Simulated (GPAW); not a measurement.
# Ballistic transport through a Li chain with one Ag atom in line, from relaxation to T(E)

How well does a Li chain with one Ag atom in line conduct once its atoms have relaxed, and how much do cheaper levels lose?

Main program and level: GPAW 26.7.0; GPAW LCAO, PAW setups; relaxation of the junction within the symmetry of its start, lead ends held, in the first sound run; inputs show where later runs differ.

## (1) Set-up

The cell holds 13 atoms: 12 Li and 1 Ag. Its edges and angles: a = 9.000 Å, b = 9.000 Å, c = 37.889 Å, α = 90.0°, β = 90.0°, γ = 90.0°. Regions: left lead, 6 atoms (6 Li); channel, 1 atom (1 Ag); right lead, 6 atoms (6 Li). Vacuum lies along a and b. The structure is stacked along c, and the current runs across the ab planes.

Coordinates:

```cif
data_structure
_symmetry_space_group_name_H-M 'P 1'
_symmetry_Int_Tables_number 1
_cell_length_a 9.0000
_cell_length_b 9.0000
_cell_length_c 37.8890
_cell_angle_alpha 90.000
_cell_angle_beta 90.000
_cell_angle_gamma 90.000
_cell_volume 3069.01
loop_
_atom_site_label
_atom_site_type_symbol
_atom_site_fract_x
_atom_site_fract_y
_atom_site_fract_z
_atom_site_occupancy
Li1 Li 0.50000 0.50000 0.03893 1
Li2 Li 0.50000 0.50000 0.11679 1
Li3 Li 0.50000 0.50000 0.19465 1
Li4 Li 0.50000 0.50000 0.27251 1
Li5 Li 0.50000 0.50000 0.35037 1
Li6 Li 0.50000 0.50000 0.42822 1
Ag7 Ag 0.50000 0.50000 0.50000 1
Li8 Li 0.50000 0.50000 0.57178 1
Li9 Li 0.50000 0.50000 0.64963 1
Li10 Li 0.50000 0.50000 0.72749 1
Li11 Li 0.50000 0.50000 0.80535 1
Li12 Li 0.50000 0.50000 0.88321 1
Li13 Li 0.50000 0.50000 0.96107 1
```

## (2) Relaxing the atoms

Transmission follows bond lengths closely, so the atoms between the held lead ends are relaxed first, within whatever symmetry the start has.

run.py

```python
import json
from ase import Atoms
from ase.constraints import FixAtoms
from ase.optimize import BFGS
from gpaw import GPAW, FermiDirac

device = Atoms(
    ['Li', 'Li', 'Li', 'Li', 'Li', 'Li', 'Ag', 'Li', 'Li', 'Li', 'Li', 'Li', 'Li'],
    positions=[
        [4.50000, 4.50000, 1.47500],
        [4.50000, 4.50000, 4.42500],
        [4.50000, 4.50000, 7.37500],
        [4.50000, 4.50000, 10.32500],
        [4.50000, 4.50000, 13.27500],
        [4.50000, 4.50000, 16.22500],
        [4.50000, 4.50000, 18.94450],
        [4.50000, 4.50000, 21.66400],
        [4.50000, 4.50000, 24.61400],
        [4.50000, 4.50000, 27.56400],
        [4.50000, 4.50000, 30.51400],
        [4.50000, 4.50000, 33.46400],
        [4.50000, 4.50000, 36.41400]],
    cell=[[9.0, 0.0, 0.0], [0.0, 9.0, 0.0], [0.0, 0.0, 37.889]],
    pbc=True)

device.set_constraint(FixAtoms([0, 1, 2, 3, 4, 8, 9, 10, 11, 12]))
device.calc = GPAW(mode='lcao', basis='dzp', xc='PBE', h=0.18,
                   kpts={'size': (1, 1, 2), 'gamma': True},
                   symmetry={'tolerance': 1e-3, 'extra_ids': [1, 1, 1, 1, 1, 0, 0, 0, 1, 1, 1, 1, 1]},
                   occupations=FermiDirac(0.1), maxiter=250,
                   mixer=dict(beta=0.1, nmaxold=8, weight=100.0),
                   convergence=dict(density=0.0001), txt='relax.txt')
path = []
opt = BFGS(device, maxstep=0.15)
opt.attach(lambda: path.append((device.get_potential_energy(), device.positions.tolist(), device.get_forces().tolist())))
relaxed = bool(opt.run(fmax=0.05, steps=50))
json.dump(dict(relaxed=relaxed, path=path, positions=device.positions.tolist(), moments=device.get_magnetic_moments().tolist(),
               forces=device.get_forces(apply_constraint=False).tolist()), open('result.json', 'w'))
```

Run with:

```
OMP_NUM_THREADS=1 OPENBLAS_NUM_THREADS=1 python run.py
```

What it wrote:

```text
Step          Energy          fmax
BFGS:    0      -10.979150        0.401925
BFGS:    1      -10.983710        0.391647
BFGS:    2      -11.054874        0.075588
BFGS:    3      -11.057002        0.018616
```

The job ended after 96 s (1 thread of Arm Neoverse V2, shared host; peak memory 1.5 GiB).

Step by step:

```
step  energy less that of the first step (eV)  largest force (eV/Å)
   1                                   0.0000                0.4019
   2                                  -0.0045                0.3916
   3                                  -0.0748                0.0756
   4                                  -0.0767                0.0186
```

The atoms that moved most (Å):

```
atom     dx     dy      dz  length
 Li8  0.000  0.000  -0.192   0.192
 Li6  0.000  0.000   0.192   0.192
```

The relaxation lowered the energy of the cell by 0.0767 eV (energies extrapolated to zero smearing; the optimiser's log prints free energies). The largest force left on a free atom is 0.019 eV/Å.

## (3) Double-zeta polarised basis

The script solves lead and junction separately, takes H and S in the orbital basis, and joins semi-infinite leads through their self-energies; the dzp basis is the working standard.

This step: GPAW LCAO, PAW setups; Landauer transmission from Green's functions with principal layers (ASE), zero bias (GPAW 26.7.0).

run.py

```python
import json
import numpy as np
from ase import Atoms
from ase.transport.calculators import TransportCalculator
from gpaw import GPAW, FermiDirac
from gpaw.lcao.tools import get_lcao_hamiltonian
from scipy.linalg import eigh

# The junction with lead layers at both ends, along the third cell vector
device = Atoms(
    ['Li', 'Li', 'Li', 'Li', 'Li', 'Li', 'Ag', 'Li', 'Li', 'Li', 'Li', 'Li', 'Li'],
    positions=[
        [4.50000, 4.50000, 1.47500],
        [4.50000, 4.50000, 4.42500],
        [4.50000, 4.50000, 7.37500],
        [4.50000, 4.50000, 10.32500],
        [4.50000, 4.50000, 13.27500],
        [4.50000, 4.50000, 16.41662],
        [4.50000, 4.50000, 18.94450],
        [4.50000, 4.50000, 21.47238],
        [4.50000, 4.50000, 24.61400],
        [4.50000, 4.50000, 27.56400],
        [4.50000, 4.50000, 30.51400],
        [4.50000, 4.50000, 33.46400],
        [4.50000, 4.50000, 36.41400]],
    cell=[[9.0, 0.0, 0.0], [0.0, 9.0, 0.0], [0.0, 0.0, 37.889]],
    pbc=True)

# One principal layer of the lead: the first 3 atoms of the device
lead = Atoms(
    ['Li', 'Li', 'Li'],
    positions=[
        [4.50000, 4.50000, 1.47500],
        [4.50000, 4.50000, 4.42500],
        [4.50000, 4.50000, 7.37500]],
    cell=[[9.0, 0.0, 0.0], [0.0, 9.0, 0.0], [0.0, 0.0, 8.85]],
    pbc=True)

settings = dict(mode='lcao', basis='dzp', xc='PBE', h=0.2,
                occupations=FermiDirac(0.1), maxiter=250,
                mixer=dict(beta=0.1, nmaxold=8, weight=100.0),
                convergence=dict(density=0.0001))
energies = np.arange(-2, 2 + 1e-9, 0.025)
eta = 0.0001
n1, n2 = 1, 1
# k and -k transmit alike, so half of the mesh across the current serves
mesh = [(i, j) for i in range(n1) for j in range(n2) if (i, j) <= (-i % n1, -j % n2)]
weights = np.array([1 if (i, j) == (-i % n1, -j % n2) else 2 for i, j in mesh]) / (n1 * n2)


def ground_state(atoms, size, txt):
    atoms.calc = GPAW(kpts={'size': size, 'gamma': True}, symmetry={'tolerance': 1e-3}, txt=txt, **settings)
    atoms.get_potential_energy()
    return atoms.calc.get_fermi_level()


def blocks(atoms, fermi, points, nz, cells):
    """H - E_F S and S between cell 0 and the cells above it, at each point across the current."""
    kz = np.arange(nz) / nz
    calc = atoms.calc.fixed_density(kpts=[(*k, z) for k in points for z in kz], symmetry='off', txt=None)
    H, S = get_lcao_hamiltonian(calc)
    H = (H - fermi * S).reshape(len(H), len(points), nz, *S.shape[1:])
    S = S.reshape(H.shape[1:])
    phases = [np.exp(-2j * np.pi * kz * R) / nz for R in cells]
    return [(np.einsum('skzij,z->ksij', H, p), np.einsum('kzij,z->kij', S, p)) for p in phases]


def pair(a, b):
    return np.block([[a, b], [b.T.conj(), a]])


def count_channels(h, s, cells, nk=240):
    """Half the number of times that the lead's bands cross each energy, unfolded to its shortest repeat."""
    b = len(h) // cells
    bands = []
    for k in (np.arange(nk + 1) + 0.5) / nk:
        hk, sk = h[:b, :b].copy(), s[:b, :b].copy()
        for R in range(1, cells):
            phase, block = np.exp(2j * np.pi * k * R), slice(R * b, (R + 1) * b)
            hk += h[:b, block] * phase + (h[:b, block] * phase).T.conj()
            sk += s[:b, block] * phase + (s[:b, block] * phase).T.conj()
        w, u = eigh(sk)
        x = u[:, w > 1e-5] / w[w > 1e-5]**0.5  # drop near-dependent combinations
        bands.append(np.r_[eigh(x.T.conj() @ hk @ x, eigvals_only=True), [1e9] * (w <= 1e-5).sum()])
    below = np.array(bands)[:, :, None] < energies
    return (below[1:] != below[:-1]).sum((0, 1)) / 2


fermi_lead = ground_state(lead, (1, 1, 13), 'lead.txt')
fermi_device = ground_state(device, (1, 1, 2), 'device.txt')
T, channels, eigen, tail, misfit, shifts = [], [], [], 0.0, 0.0, []
for first in range(0, len(mesh), 657):
    points = [(i / n1, j / n2) for i, j in mesh[first:first + 657]]
    (H0k, S0k), (H1k, S1k), (H2k, _) = blocks(lead, fermi_lead, points, 5, range(3))
    [(Hk, Sk)] = blocks(device, fermi_device, points, 2, [0])
    tail = max(tail, abs(H2k).max())
    for H0, S0, H1, S1, H, S in zip(H0k, S0k, H1k, S1k, Hk, Sk):
        n = len(S0)
        # Shift the lead onto the potential of the device's first layer
        shift = ((H[:, 0, 0] - H0[:, 0, 0]) / S0[0, 0]).real.mean()
        shifts.append(shift)
        misfit = max(misfit, abs(H[:, :n, :n] - H0 - shift * S0).max())
        Tk, Ck, Ek = [], [], []
        for s in range(len(H)):
            t = s % len(H0)  # a lead without moments serves both spins
            h1, s1 = pair(H0[t] + shift * S0, H1[t] + shift * S1), pair(S0, S1)
            leads = dict(h1=h1, s1=s1, energies=energies, eta=eta, eta1=eta, eta2=eta)
            calc = TransportCalculator(h=H[s], s=S, eigenchannels=3, **leads)
            Tk.append(calc.get_transmission())
            Ek.append(np.sort(calc.eigenchannels_ne, axis=0)[::-1])
            Ck.append(count_channels(h1, s1, 6))
        T.append(Tk)
        channels.append(Ck)
        eigen.append(Ek)
T, channels = np.array(T), np.array(channels)
mean, open_channels = np.einsum('kse,k->se', T, weights), np.einsum('kse,k->se', channels, weights)

print(f'basis functions: device {len(S)}, principal layer {n}')
print(f'Fermi level: lead {fermi_lead:.4f} eV, device {fermi_device:.4f} eV; lead shifted by {np.mean(shifts):.4f} eV')
print(f'largest coupling past the next layer {tail:.2e} eV, largest misfit of the first layer {misfit:.3f} eV')
print('  E-E_F (eV)   ' + 'T (one spin)  channels')
for e, t, c in zip(energies, mean.T, open_channels.T):
    print(f'{e:10.3f}  ', *[f'{x:11.4e}' for x in t], *[f'{x:9.4f}' for x in c])

kT = 8.617333e-5 * 300
fine = np.linspace(energies[0], energies[-1], 4001)
both = np.exp(np.interp(fine, energies, np.log(np.maximum(mean.sum(0) * 2 / len(mean), 1e-30))))
fermi = lambda mu: 1 / (1 + np.exp(np.clip((fine - mu) / kT, -200, 200)))
slope = fermi(0) * (1 - fermi(0)) / kT
G = np.trapezoid(both * slope, fine) / 2
seebeck = -np.trapezoid(both * slope * fine, fine) / (2 * G * 300) * 1e6
print(f'conductance at 300 K: {G:.5g} G0 a cell; thermopower {seebeck:.4g} uV/K')
bias = [0.1, 0.2, 0.5, 1.0, 1.5, 2.0]
current = [38.74 * np.trapezoid(both * (fermi(V / 2) - fermi(-V / 2)), fine) for V in bias]
for V, I in zip(bias, current):
    print(f'current from the zero-bias T(E) at {V} V: {I:.5g} uA')
zero = abs(energies).argmin()
json.dump(dict(energies=energies.tolist(), T=mean.tolist(), channels=open_channels.tolist(), G=G, seebeck=seebeck,
               bias=bias, current=current, tail=tail, misfit=misfit, shift=np.mean(shifts), n_device=len(S), n_lead=n,
               fermi=[fermi_lead, fermi_device], energy=device.get_potential_energy(),
               moments=device.get_magnetic_moments().tolist(), mesh=mesh, weights=weights.tolist(),
               T_k=T[:, :, zero].tolist(), eigen=np.array(eigen[0]).tolist()), open('result.json', 'w'))
```

What it wrote:

```text
basis functions: device 87, principal layer 15
Fermi level: lead -2.7382 eV, device -2.7216 eV; lead shifted by 0.0003 eV
largest coupling past the next layer 1.28e-08 eV, largest misfit of the first layer 0.014 eV
  E-E_F (eV)   T (one spin)  channels
    -2.000    5.0607e-17    0.0000
    -1.975    5.0080e-17    0.0000
    -1.950    4.9549e-17    0.0000
    -1.925    4.9012e-17    0.0000
    -1.900    4.8470e-17    0.0000
    -1.875    4.7922e-17    0.0000
    -1.850    4.7369e-17    0.0000
    -1.825    4.6809e-17    0.0000
    -1.800    4.6242e-17    0.0000
    -1.775    4.5668e-17    0.0000
    -1.750    4.5086e-17    0.0000
    -1.725    4.4495e-17    0.0000
    -1.700    4.3893e-17    0.0000
    -1.675    4.3278e-17    0.0000
    -1.650    4.2649e-17    0.0000
    -1.625    4.2002e-17    0.0000
[...]
1.825    8.8628e-01    1.0000
     1.850    9.0165e-01    1.0000
     1.875    9.1688e-01    1.0000
     1.900    9.3179e-01    1.0000
     1.925    9.4616e-01    1.0000
     1.950    9.5968e-01    1.0000
     1.975    9.7201e-01    1.0000
     2.000    9.8269e-01    1.0000
conductance at 300 K: 0.44191 G0 a cell; thermopower -3.537 uV/K
current from the zero-bias T(E) at 0.1 V: 3.4209 uA
current from the zero-bias T(E) at 0.2 V: 6.8239 uA
current from the zero-bias T(E) at 0.5 V: 16.758 uA
current from the zero-bias T(E) at 1.0 V: 31.717 uA
current from the zero-bias T(E) at 1.5 V: 44.027 uA
current from the zero-bias T(E) at 2.0 V: 55.044 uA
```

Elapsed: 28 s, on 1 thread; peak memory 1.1 GiB.

This step gave:

```yaml
conductance: 0.4419 G₀
thermopower: -3.537 μV/K
largest_coupling_past_the_next_principal_layer: 1.28e-8 eV
largest_misfit_of_the_first_principal_layer: 0.01381 eV
shift_that_aligns_the_lead: 2.80e-4 eV
basis_functions_of_the_junction: 87
basis_functions_of_a_principal_layer: 15
transmission_at_the_fermi_level_one_spin: 0.4430
open_channels_of_the_lead_at_the_fermi_level_one_spin: 1
```

One spin. The transmission, zone mean by energy, zero at the Fermi level:

```
energy (eV)  transmission, zone mean
     -2.000                        0
     -1.800                        0
     -1.600                        0
     -1.400                        0
     -1.200                        0
     -1.000                        0
     -0.800                  1.1e-10
     -0.600                    0.124
     -0.400                    0.266
     -0.200                    0.378
      0.000                    0.443
      0.200                    0.472
      0.400                    0.497
      0.600                    0.529
      0.800                    0.556
      1.000                    0.584
      1.200                    0.619
      1.400                    0.675
      1.600                    0.758
      1.800                    0.871
      2.000                    0.983
```

Crossings of the lead's bands, unfolded to its shortest repeat. Open channels, zone mean against energy, zero at the Fermi level:

energy (eV), open channels, zone mean and a bar:
```
   -0.800       0.00 
   -0.600       1.00 ##############################
   -0.400       1.00 ##############################
   -0.200       1.00 ##############################
    0.000       1.00 ##############################
    0.200       1.00 ##############################
    0.400       1.00 ##############################
    0.600       1.00 ##############################
    0.800       1.00 ##############################
    1.000       1.00 ##############################
    1.200       1.00 ##############################
    1.400       1.00 ##############################
    1.600       1.00 ##############################
    1.800       1.00 ##############################
    2.000       1.00 ##############################
```

Not self-consistent under bias; the bias window is split evenly. The current through one cell, from the zero-bias transmission by bias:

```
bias (V)  current through one cell, from the zero-bias transmission (μA)
   0.100                                                            3.42
   0.200                                                            6.82
   0.500                                                            16.8
   1.000                                                            31.7
   1.500                                                            44.0
   2.000                                                            55.0
```

Table of transmission of the three most open eigenchannels by energy, zero at the Fermi level:

```
energy (eV)  channel 1  channel 2 = channel 3
     -0.800    1.1e-10                      0
     -0.700     0.0474                      0
     -0.600      0.124                      0
     -0.500      0.198                      0
     -0.400      0.266                      0
     -0.300      0.326                      0
     -0.200      0.378                      0
     -0.100      0.417                      0
      0.000      0.443                      0
      0.100      0.460                      0
      0.200      0.472                      0
      0.300      0.484                      0
      0.400      0.497                      0
      0.500      0.511                      0
      0.600      0.529                      0
      0.700      0.542                      0
      0.800      0.556                      0
      0.900      0.569                      0
      1.000      0.584                      0
      1.100      0.600                      0
      1.200      0.619                      0
      1.300      0.644                      0
      1.400      0.675                      0
      1.500      0.713                      0
      1.600      0.758                      0
      1.700      0.812                      0
      1.800      0.871                      0
      1.900      0.932                      0
      2.000      0.983                      0
```

Couplings past the next layer reach 1.3e-8 eV, small enough to drop; the matrix elements of the cell's first layer differ from the bulk lead's by up to 0.014 eV. That layer keeps its own values in the calculation, and only beyond it is the lead taken as perfect. The Fermi levels of lead and junction count from different zeros of potential, one for each periodic cell; with both set to zero, the small remaining shift is what aligns them. By hand: G = 0.4419 × 77.48 μS = 34.2 μS, a resistance of 29.2 kΩ; at 0.1 V a linear junction would pass 3.42 μA, and the integral over the bias window gives 3.42 μA. Mott's formula, S = -(π²/3)(k_B²T/e) d ln T/dE, has the prefactor 7.33 μV/K·eV at 300 K; T = 0.4376 at -0.025 eV and 0.4479 at 0.025 eV give a slope of 0.465 per eV and S = -3.41 μV/K, beside -3.54 μV/K from the thermal integral, which interpolates the same grid.

(Part 1 of 3 ends here.)

[Logs are printed without paths, hosts, clocks, repeated set-up lines and the standing remarks that a program may print on its own settings, such as how far it seeks lower states.]

[Hosts, paths, dates, database ids (printed as entryN), source tags and the programs' standing remarks are cut or masked in the printed files.]
